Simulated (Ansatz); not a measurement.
# Cs2PbI2BrCl: complex band structure

A new crystal, Cs2PbI2BrCl: structure, gap and complex bands. It is built by putting Br for part of the Cl in the Cs2PbI2Cl2 structure of space group I4/mmm, with the volume rescaled by atomic radii. The parent structure comes from the Materials Project.

Calculated with Ansatz 0.2.0; r2SCAN DFT, plane waves, PAW files, in the first sound run; inputs show where later runs differ.

The structure was built from a prototype and need not be the compound's stable phase.

**1. The structure**

The structure is orthorhombic, space group Immm (No. 71). The conventional cell has a = 5.812 Å, b = 5.812 Å, c = 19.635 Å, α = 90.00°, β = 90.00°, γ = 90.00°. Nearest to Cs lie 2 Cl at 3.89 Å and 2 Br at 3.89 Å and 5 I at 3.97 to 4.17 Å. Pb has 2 Br at 2.91 Å and 2 Cl at 2.91 Å and 2 I at 3.27 Å nearest. Nearest to I lie 1 Pb at 3.27 Å and 5 Cs at 3.97 to 4.17 Å. Nearest to Cl lie 2 Pb at 2.91 Å and 4 Cs at 3.89 Å. Nearest to Br lie 2 Pb at 2.91 Å and 4 Cs at 3.89 Å. It derives from Cs2PbI2Cl2. Br for part of the Cl in the Cs2PbI2Cl2 structure of space group I4/mmm. Farther neighbours and most contacts between anions are not listed.

Structure file:

```cif
data_structure
_symmetry_space_group_name_H-M 'Immm'
_symmetry_Int_Tables_number 71
_cell_length_a 5.8121
_cell_length_b 5.8121
_cell_length_c 19.6353
_cell_angle_alpha 90.000
_cell_angle_beta 90.000
_cell_angle_gamma 90.000
_cell_volume 663.29
loop_
_atom_site_label
_atom_site_type_symbol
_atom_site_symmetry_multiplicity
_atom_site_Wyckoff_symbol
_atom_site_fract_x
_atom_site_fract_y
_atom_site_fract_z
_atom_site_occupancy
Cs1 Cs 4 i 0.00000 0.00000 0.36864 1
Pb1 Pb 2 a 0.00000 0.00000 0.00000 1
I1 I 4 i 0.00000 0.00000 0.16633 1
Cl1 Cl 2 b 0.50000 0.00000 0.00000 1
Br1 Br 2 d 0.00000 0.50000 0.00000 1
```

**2. Cell and atoms at rest**

The substituted atoms don't fit the parent's cell, so cell and atoms relax together. A small smearing keeps the run stable in case the gap closes on the way.

input.yaml

```yaml
crystal:
  lattice:
    - [-2.9060487731, 2.9060487731, 9.8176442102]
    - [2.9060487731, -2.9060487731, 9.8176442102]
    - [2.9060487731, 2.9060487731, -9.8176442102]
  atoms:
    - { symbol: Cs, position: [0.368645, 0.368645, 0.0] }
    - { symbol: Cs, position: [0.631355, 0.631355, 0.0] }
    - { symbol: Pb, position: [0.0, 0.0, 0.0] }
    - { symbol: I, position: [0.166328, 0.166328, 0.0] }
    - { symbol: I, position: [0.833672, 0.833672, 0.0] }
    - { symbol: Cl, position: [0.5, 0.0, 0.5] }
    - { symbol: Br, position: [0.0, 0.5, 0.5] }
kpoints:
  mp_grid: { grid: [6, 6, 6] }
scf:
  occupations: { method: gaussian, width: 0.03 }
hamiltonian:
  xc: r2scan
output:
  forces: true
  stress: true
relax:
  f_tol: 0.02
  max_steps: 60
  cell: {}
```

Run with:

```sh
$ ansatz run input.yaml --threads 2 --pin off --max-ram 4096MiB --backend cpu --events-out ev --progress --plain --runs-dir out
```

Numbers of over 12 decimals in the logs are rounded to 6 here.

Output:

```text
basis.fft_grid_basis auto: the FFT boxes are laid along the combinations [[1, 0, 1], [0, 1, 1], [0, 0, 1]] of the cell's own vectors, 5.812, 5.812 and 10.643 Å long. The dense box has 45×45×80 points. Along the cell's own vectors, as sized, it would have 80×80×80, 3.16 times as many. Of the 8 symmetry operations that the crystal satisfies within crystal.symmetry.tolerance (time reversal apart; of a slab, those that k [...]
Engine: ansatz 0.2.0, x86_64-unknown-linux-gnu
Pseudopotentials: kind: paw
Pseudopotential: Cs, paw, valence charge 9, recommended cutoff 500 eV (meta_gga), Cs.paw.azcp
Pseudopotential: Pb, paw, valence charge 14, recommended cutoff 500 eV (meta_gga), Pb.paw.azcp
Pseudopotential: I, paw, valence charge 17, recommended cutoff 500 eV (meta_gga), I.paw.azcp
Pseudopotential: Cl, paw, valence charge 7, recommended cutoff 500 eV (meta_gga), Cl.paw.azcp
Pseudopotential: Br, paw, valence charge 7, recommended cutoff 500 eV (meta_gga), Br.paw.azcp
Functional definition: r2SCAN
  parameter k0 = 0.174
  parameter k1 = 0.065
  parameter a1 = 4.9479
  exchange = r2scan_x(k0 = k0, k1 = k1, a1 = a1)
  correlation = r2scan_c
Crystal: 7 atoms, lattice volume = 331.645 Å³
Basis set: ecut = 500 eV, 8435 PW (Γ), FFT grids on a1+a3, a2+a3, a3, exchange–correlation on 180×180×320 points (64 copies of the dense FFT grid, shifted against one another)
Bands: 48, of which v1, the nominal top of the filled ones, is band 40 counted from 1 (39 counted from 0)
Symmetry: 8 space group operations
Space group: Immm (ITA 71), of the structure as read, at distance tolerance 6.9e-5 Å
k-points: 46 of 216
Non-local potential: Cs, projectors of the file, l = 0: 3, l = 1: 2, l = 2: 2, l = 3: 2
Non-local potential: Pb, projectors of the file, l = 0: 2, l = 1: 2, l = 2: 2, l = 3: 2
Non-local potential: I, projectors of the file, l = 0: 2, l = 1: 2, l = 2: 2, l = 3: 2
Non-local potential: Cl, projectors of the file, l = 0: 2, l = 1: 2, l = 2: 2
Non-local potential: Br, projectors of the file, l = 0: 2, l = 1: 2, l = 2: 2
PAW form: soft (Blöchl's): semilocal exchange-correlation on the pseudo side does not see the compensation charge
PAW frozen core: Cs, regenerated for the run's functional (the file was generated under x = pbe(κ = 0.804, μ = 0.219515), c = pbe(β = 0.066725))
PAW frozen core: Pb, regenerated for the run's functional (the file was generated under x = pbe(κ = 0.804, μ = 0.219515), c = pbe(β = 0.066725))
PAW frozen core: I, regenerated for the run's functional (the file was generated under x = pbe(κ = 0.804, μ = 0.219515), c = pbe(β = 0.066725))
PAW frozen core: Cl, regenerated for the run's functional (the file was generated under x = pbe(κ = 0.804, μ = 0.219515), c = pbe(β = 0.066725))
PAW frozen core: Br, regenerated for the run's functional (the file was generated under x = pbe(κ = 0.804, μ = 0.219515), c = pbe(β = 0.066725))
PAW one-centre angular grid: Cs, 302 points (default); XC on 160 Gauss nodes
PAW one-centre angular grid: Pb, 590 points (default); XC on 160 Gauss nodes
PAW one-centre angular grid: I, 590 points (default); XC on 160 Gauss nodes
PAW one-centre angular grid: Cl, 302 points (default); XC on 160 Gauss nodes
PAW one-centre angular grid: Br, 302 points (default); XC on 160 Gauss nodes
Initial density: superposition of atomic densities (neutral atoms: chi_scale 0, normalization atom), corrected by the library's trained network
Initial wavefunctions: pseudopotential atomic-orbital guess
Functional: x = r2scan, c = r2scan; τ floored in thin density (d = 2e-4 eV/Å³)
SCF iter   1: F=—  HF=-42236.200221 eV  |F-HF|=—  |Δ(HF+E_count)|=         —  Δρ=3.13e-3  dr2=2.85e-2  dr2_τ=6.53e-3  ethr=1.77e-3  ⟨swp⟩=12.8  Hψ=12023  notcnv=0  defer=16
preconditioner: auto → Resta (q_TF=auto, 2.153 Å⁻¹)  ε∞=2.8  [insulator: Δε(μ)=2.650 eV  Ē_g=9.951 eV  σ=0.030 eV  W_gap=1.00  n_scr=50 (ndim 8)  ℏωp=13.2 eV  f_vac=0.135  D(μ)=0.00/eV (n_scr^D=0)  ε∞_Penn≈2.8]
SCF iter   2: F=—  HF=-42236.226291 eV  |F-HF|=—  |Δ(HF+E_count)|=   2.61e-2  Δρ=1.40e-3  dr2=6.37e-3  dr2_τ=2.50e-4  ethr=3.56e-5  ⟨swp⟩=3.7  Hψ=4515  notcnv=0  defer=111
SCF iter   3: F=—  HF=-42236.225058 eV  |F-HF|=—  |Δ(HF+E_count)|=   1.23e-3  Δρ=2.96e-4  dr2=2.42e-4  dr2_τ=4.23e-5  ethr=7.96e-6  ⟨swp⟩=2.0  Hψ=3734  notcnv=0  defer=65
automatic band count: iteration 3 solves 47 bands in place of 48: the levels show a gap, and the empty bands left out lie too high to hold charge; the band table lists the bands solved (type scf.n_extra_bands for more)
SCF iter   4: F=—  HF=-42236.225156 eV  |F-HF|=—  |Δ(HF+E_count)|=   9.81e-5  Δρ=8.24e-5  dr2=2.54e-5  dr2_τ=2.47e-6  ethr=3.02e-7  ⟨swp⟩=2.0  Hψ=3476  notcnv=0  defer=65
SCF iter   5: F=—  HF=-42236.225176 eV  |F-HF|=—  |Δ(HF+E_count)|=   1.98e-5  Δρ=2.14e-5  dr2=1.70e-6  dr2_τ=5.99e-8  ethr=3.18e-8  ⟨swp⟩=2.0  Hψ=3158  notcnv=0  defer=65
SCF iter   6: F=-42236.225178 eV  HF=-42236.225178 eV  |F-HF|=6.44e-8  |Δ(HF+E_count)|=   1.69e-6  Δρ=4.34e-6  dr2=9.27e-8  dr2_τ=3.99e-9  ethr=1.25e-10  ⟨swp⟩=4.0  Hψ=10512  notcnv=0
SCF 1 converged in 6 iterations: F = -42236.225178 eV  dr2 = 9.27e-8
  greatest PAW one-centre occupation: 0.999 electrons in one spin orbital (limit 2), on the I atom at site 4 (counted from 0), in its partial waves of l = 2
relax step   1: F+E_penalty+E_count = -42236.22517800 eV  Δ(F+E_penalty+E_count) = +0.000e0 eV  max|allowed force component| = 9.462e-2 eV/Å  Δτ_max = 0.0000 Å  P = -0.256 GPa  Ω = 331.645 Å³  (6 SCF iters, dr2 threshold 1.00e-7 eV, accepted)
Crystal: 7 atoms, lattice volume = 329.496 Å³
Basis set: ecut = 500 eV, 8387 PW (Γ), FFT grids on a1+a3, a2+a3, a3, exchange–correlation on 180×180×320 points (64 copies of the dense FFT grid, shifted against one another)
Initial density: handed on by an earlier stage of this run
Initial wavefunctions: those handed on with the density
iter 1 solved again at ethr=2.57e-6 eV; its pass at ethr=3.10e-3 eV (dr2=2.06e-3 eV) is discarded
SCF iter   1: F=—  HF=-42236.239929 eV  |F-HF|=—  |Δ(HF+E_count)|=         —  Δρ=5.30e-4  dr2=2.12e-3  dr2_τ=5.07e-3  ethr=2.57e-6  ⟨swp⟩=3.4  Hψ=13614  notcnv=0
automatic band count: iteration 1 solves 47 bands in place of 48: the levels show a gap, and the empty bands left out lie too high to hold charge; the band table lists the bands solved (type scf.n_extra_bands for more)
preconditioner: auto → Resta (q_TF=auto, 2.155 Å⁻¹)  ε∞=2.7  [insulator: Δε(μ)=2.661 eV  Ē_g=10.670 eV  σ=0.030 eV  W_gap=1.00  n_scr=52 (ndim 8)  ℏωp=13.9 eV  f_vac=0.135  D(μ)=0.00/eV (n_scr^D=0)  ε∞_Penn≈2.7]
SCF iter   2: F=—  HF=-42236.250679 eV  |F-HF|=—  |Δ(HF+E_count)|=   1.08e-2  Δρ=2.73e-4  dr2=4.07e-4  dr2_τ=1.58e-5  ethr=2.57e-6  ⟨swp⟩=2.2  Hψ=3878  notcnv=0
SCF iter   3: F=—  HF=-42236.250628 eV  |F-HF|=—  |Δ(HF+E_count)|=   5.07e-5  Δρ=8.52e-5  dr2=4.41e-5  dr2_τ=2.67e-6  ethr=5.09e-7  ⟨swp⟩=2.0  Hψ=3026  notcnv=0
SCF iter   4: F=—  HF=-42236.250650 eV  |F-HF|=—  |Δ(HF+E_count)|=   2.16e-5  Δρ=3.23e-5  dr2=5.19e-6  dr2_τ=2.51e-7  ethr=5.52e-8  ⟨swp⟩=2.0  Hψ=3541  notcnv=0
SCF iter   5: F=-42236.250655 eV  HF=-42236.250654 eV  |F-HF|=3.29e-7  |Δ(HF+E_count)|=   4.71e-6  Δρ=8.82e-6  dr2=2.96e-7  dr2_τ=2.11e-8  ethr=8.75e-10  ⟨swp⟩=5.2  Hψ=8316  notcnv=0
SCF 2 converged in 5 iterations: F = -42236.250655 eV  dr2 = 2.96e-7
relax step   2: F+E_penalty+E_count = -42236.25065480 eV  Δ(F+E_penalty+E_count) = -2.548e-2 eV  max|allowed force component| = 2.467e-2 eV/Å  Δτ_max = 0.0113 Å  P = -0.153 GPa  Ω = 329.496 Å³  energy of the carried Pulay correction = +1.292e-4 eV  (5 SCF iters, dr2 threshold 7.00e-7 eV, accepted)
Crystal: 7 atoms, lattice volume = 325.330 Å³
Basis set: ecut = 500 eV, 8267 PW (Γ), FFT grids on a1+a3, a2+a3, a3, exchange–correlation on 180×180×320 points (64 copies of the dense FFT grid, shifted against one another)
iter 1 solved again at ethr=4.31e-6 eV; its pass at ethr=3.10e-3 eV (dr2=3.45e-3 eV) is discarded
SCF iter   1: F=—  HF=-42236.244968 eV  |F-HF|=—  |Δ(HF+E_count)|=         —  Δρ=6.55e-4  dr2=3.55e-3  dr2_τ=1.02e-2  ethr=4.31e-6  ⟨swp⟩=3.2  Hψ=13336  notcnv=0
automatic band count: iteration 1 solves 46 bands in place of 48: the levels show a gap, and the empty bands left out lie too high to hold charge; the band table lists the bands solved (type scf.n_extra_bands for more)
preconditioner: auto → Resta (q_TF=auto, 2.159 Å⁻¹)  ε∞=2.8  [insulator: Δε(μ)=2.597 eV  Ē_g=10.530 eV  σ=0.030 eV  W_gap=1.00  n_scr=52 (ndim 8)  ℏωp=14.0 eV  f_vac=0.130  D(μ)=0.00/eV (n_scr^D=0)  ε∞_Penn≈2.8]
SCF iter   2: F=—  HF=-42236.262230 eV  |F-HF|=—  |Δ(HF+E_count)|=   1.73e-2  Δρ=3.94e-4  dr2=1.23e-3  dr2_τ=3.00e-5  ethr=4.31e-6  ⟨swp⟩=3.0  Hψ=3960  notcnv=0
SCF iter   3: F=—  HF=-42236.261945 eV  |F-HF|=—  |Δ(HF+E_count)|=   2.85e-4  Δρ=1.21e-4  dr2=1.03e-4  dr2_τ=1.30e-5  ethr=1.54e-6  ⟨swp⟩=2.0  Hψ=3176  notcnv=0
SCF iter   4: F=—  HF=-42236.261989 eV  |F-HF|=—  |Δ(HF+E_count)|=   4.45e-5  Δρ=5.60e-5  dr2=1.38e-5  dr2_τ=3.61e-7  ethr=1.29e-7  ⟨swp⟩=2.0  Hψ=3137  notcnv=0
SCF iter   5: F=—  HF=-42236.262002 eV  |F-HF|=—  |Δ(HF+E_count)|=   1.30e-5  Δρ=1.43e-5  dr2=6.95e-7  dr2_τ=6.00e-8  ethr=1.72e-8  ⟨swp⟩=2.0  Hψ=3492  notcnv=0
SCF iter   6: F=-42236.262003 eV  HF=-42236.262003 eV  |F-HF|=2.28e-8  |Δ(HF+E_count)|=   8.91e-7  Δρ=4.10e-6  dr2=6.71e-8  dr2_τ=2.57e-9  ethr=4.38e-10  ⟨swp⟩=5.2  Hψ=8346  notcnv=0
SCF 3 converged in 6 iterations: F = -42236.262003 eV  dr2 = 6.71e-8
relax step   3: F+E_penalty+E_count = -42236.26200324 eV  Δ(F+E_penalty+E_count) = -1.135e-2 eV  max|allowed force component| = 3.561e-3 eV/Å  Δτ_max = 0.0146 Å  P = +0.016 GPa  Ω = 325.330 Å³  energy of the carried Pulay correction = +3.820e-4 eV  (6 SCF iters, dr2 threshold 3.50e-7 eV, accepted)
[...]
relax step   4: F+E_penalty+E_count = -42236.26222062 eV  Δ(F+E_penalty+E_count) = -2.174e-4 eV  max|allowed force component| = 1.868e-3 eV/Å  Δτ_max = 0.0023 Å  P = -0.009 GPa  Ω = 325.691 Å³  energy of the carried Pulay correction = +3.600e-4 eV  (5 SCF iters, dr2 threshold 1.51e-8 eV, accepted)
Initial wavefunctions: pseudopotential atomic-orbital guess (no wavefunctions were taken with the density)
iter 1 solved again at ethr=1.24e-7 eV; its pass at ethr=3.10e-3 eV (dr2=9.89e-5 eV) is discarded
SCF iter   1: F=—  HF=-42236.261427 eV  |F-HF|=—  |Δ(HF+E_count)|=         —  Δρ=5.49e-5  dr2=3.48e-7  dr2_τ=7.61e-7  ethr=1.24e-7  ⟨swp⟩=4.2  Hψ=19400  notcnv=0
preconditioner: auto → Resta (q_TF=auto, 2.159 Å⁻¹)  ε∞=2.7  [insulator: Δε(μ)=2.582 eV  Ē_g=10.846 eV  σ=0.030 eV  W_gap=1.00  n_scr=52 (ndim 8)  ℏωp=14.0 eV  f_vac=0.130  D(μ)=0.00/eV (n_scr^D=0)  ε∞_Penn≈2.7]
SCF iter   2: F=—  HF=-42236.261878 eV  |F-HF|=—  |Δ(HF+E_count)|=   4.52e-4  Δρ=2.78e-5  dr2=8.18e-8  dr2_τ=9.42e-7  ethr=4.35e-10  ⟨swp⟩=2.9  Hψ=4933  notcnv=0
SCF iter   3: F=—  HF=-42236.261897 eV  |F-HF|=—  |Δ(HF+E_count)|=   1.89e-5  Δρ=4.02e-6  dr2=3.39e-9  dr2_τ=1.81e-8  ethr=1.02e-10  ⟨swp⟩=2.0  Hψ=3588  notcnv=0
SCF iter   4: F=—  HF=-42236.261898 eV  |F-HF|=—  |Δ(HF+E_count)|=   2.76e-7  Δρ=2.75e-7  dr2=2.02e-10  dr2_τ=2.98e-11  ethr=4.24e-12  ⟨swp⟩=2.0  Hψ=3680  notcnv=0
SCF iter   5: F=-42236.261898 eV  HF=-42236.261898 eV  |F-HF|=5.82e-11  |Δ(HF+E_count)|=  5.82e-11  Δρ=7.54e-8  dr2=3.66e-11  dr2_τ=1.25e-12  ethr=1.00e-12  ⟨swp⟩=5.0  Hψ=8920  notcnv=0
SCF 5 converged in 5 iterations: F = -42236.261898 eV  dr2 = 3.66e-11
relax step   5: F+E_penalty+E_count = -42236.26189762 eV  Δ(F+E_penalty+E_count) = +3.230e-4 eV  max|allowed force component| = 1.846e-3 eV/Å  Δτ_max = 0.0000 Å  P = -0.010 GPa  Ω = 325.691 Å³  stress off target by 2.81e-2 GPa  SCF on the basis re-selected at this cell (its energy is not comparable with the rows above)  (5 SCF iters)
basis re-selected at this cell: Δ(F+E_penalty+E_count) = +3.230e-4 eV, ΔP = -0.000 GPa vs the last step (what re-selecting the basis moved, of the pressure what is left beyond the Pulay correction that the steps carried, after the strain that the cell walked since its last selection, with what the two solves' SCF thresholds leave and, on support functions, any second-order correction that the steps lacked; it is no m [...]
SCF converged after 5 iterations
Free energy (F): -42236.261898 eV
Harris-Foulkes:  -42236.261898 eV  (|F-HF|=5.82e-11)
Internal energy: -42236.261898 eV  (E = F + TS)
E sigma→0 (E₀):  -42236.261898 eV
Fermi energy:    4.156917 eV
--- Per-component energies (eV) ---
  E_band       = -1162.686856
  E_kinetic    = 1242.388411
  E_local      = -7596.388859  (includes V_loc(G=0)·N_el)
  E_nonlocal   = 327.022056
  E_hartree    = 3500.823409
  E_xc         = -1131.696295
  E_vxc        = -951.500805  (∫ρ·V_xc dr)
  E_paw        = -33231.865650  (= ΣΔE_a)
  E_vpaw       = -1239.675524  (= ΣTr[D̂ρ^β])
  E_aug_tail   = 0.000001  (compensation charges beyond the density's cutoff)
  E_vtau       = 53.820888  (kinetic-family band-sum trace: ∫τ·v_τ [+ j·A + Jᵃ·Aᵃ] dr)
  E_ewald      = -5347.461736
  E_core_change = 0.916766  (= ΣΔE_core)
  E_smearing   = -0.000000  (= −TS)
  E_closure    = 0.000000  (closes the sum)
  Σ components = -42236.261898   (vs F -42236.261898, Δ=0.00e0)
--- Forces (eV/Å), atoms counted from 1 ---
  atom   1  Cs     0.00000000     0.00000000     0.00184562
  atom   2  Cs     0.00000000     0.00000000    -0.00184562
  atom   3  Pb     0.00000000     0.00000000    -0.00000000
  atom   4  I      0.00000000     0.00000000    -0.00135499
  atom   5  I      0.00000000     0.00000000     0.00135499
  atom   6  Cl     0.00000000     0.00000000     0.00000000
  atom   7  Br     0.00000000     0.00000000     0.00000000
  max |Σ_I F_I| component: 2.17e-19 eV/Å
--- Stress (GPa, compression-positive) ---
       -0.007480       0.000000       0.000000
        0.000000       0.006150       0.000000
        0.000000       0.000000      -0.028107
  P = ⅓ Tr σ = -0.0098 GPa (-0.098 kbar)
--- Relaxed structure (4 steps of the walk, 4 accepted, 1 SCFs on fresh bases) ---
  F+E_penalty+E_count = -42236.26189762 eV   max|allowed force component| = 1.846e-3 eV/Å   (the final SCF, on the basis selected at the relaxed cell)
  cell:  # Å, volume = 325.6914 Å³
    - [-2.962890, 2.843801, 9.663437]
    - [2.962890, -2.843801, 9.663437]
    - [2.962890, 2.843801, -9.663437]
  atoms:
    - { symbol: Cs, position: [0.367259270543, 0.367259270543, 0.0] }
    - { symbol: Cs, position: [0.632740729457, 0.632740729457, 0.0] }
    - { symbol: Pb, position: [0, 0, 0.0] }
    - { symbol: I, position: [0.166685, 0.166685, 0.0] }
    - { symbol: I, position: [0.833315, 0.833315, 0.0] }
    - { symbol: Cl, position: [0.5, 0, 0.5] }
    - { symbol: Br, position: [0, 0.5, 0.5] }
```

It took 57 s on 2 threads of AMD EPYC 9R45, shared host; peak memory 1.7 GiB.

The steps of the relaxation:

```tsv
step	energy less that of the first step (eV)	largest force component (eV/Å)	pressure (GPa)	volume (Å³)
1	0.0000	0.0946	-0.26	331.64
2	-0.0255	0.0247	-0.15	329.50
3	-0.0368	0.0036	0.02	325.33
4	-0.0370	0.0019	-0.01	325.69
5*	-0.0367	0.0018	-0.01	325.69
```

Relaxation steps marked * repeat the geometry before them on a plane-wave basis chosen anew for their cell, so energy and pressure can jump there.

The run keeps the 8 symmetry operations that it works with, so distortions that break them were not tested.

```tsv
conventional cell, symmetrised	before	after	change
a (Å)	5.812	5.688	-2.1 %
b (Å)	5.812	5.926	+2.0 %
c (Å)	19.635	19.327	-1.6 %
volume (Å³/atom)	47.38	46.53	-1.8 %
```

The atoms that moved most (Å, as changes of fractional coordinates times the final cell):

```tsv
atom	dx	dy	dz	length
Cs1	0.000	0.000	-0.027	0.027
Cs2	0.000	0.000	0.027	0.027
I5	0.000	0.000	-0.007	0.007
I4	0.000	0.000	0.007	0.007
```

This step gave:

| Quantity | Value |
| --- | --- |
| free energy | -42236.2619 eV |
| Fermi energy | 4.157 eV |
| pressure | -0.009812 GPa |

The largest force component on a free atom ends at 0.0018 eV/Å.

[end of part 1 of 3]

[Logs are printed without paths, hosts, clocks, repeated set-up lines and the standing remarks that a program may print on its own settings, such as how far it seeks lower states.]

[Hosts, paths, dates, database ids (printed as entryN), source tags and the programs' standing remarks are cut or masked in the printed files.]

[New means built here by substitution; the compound itself may be known and measured.]
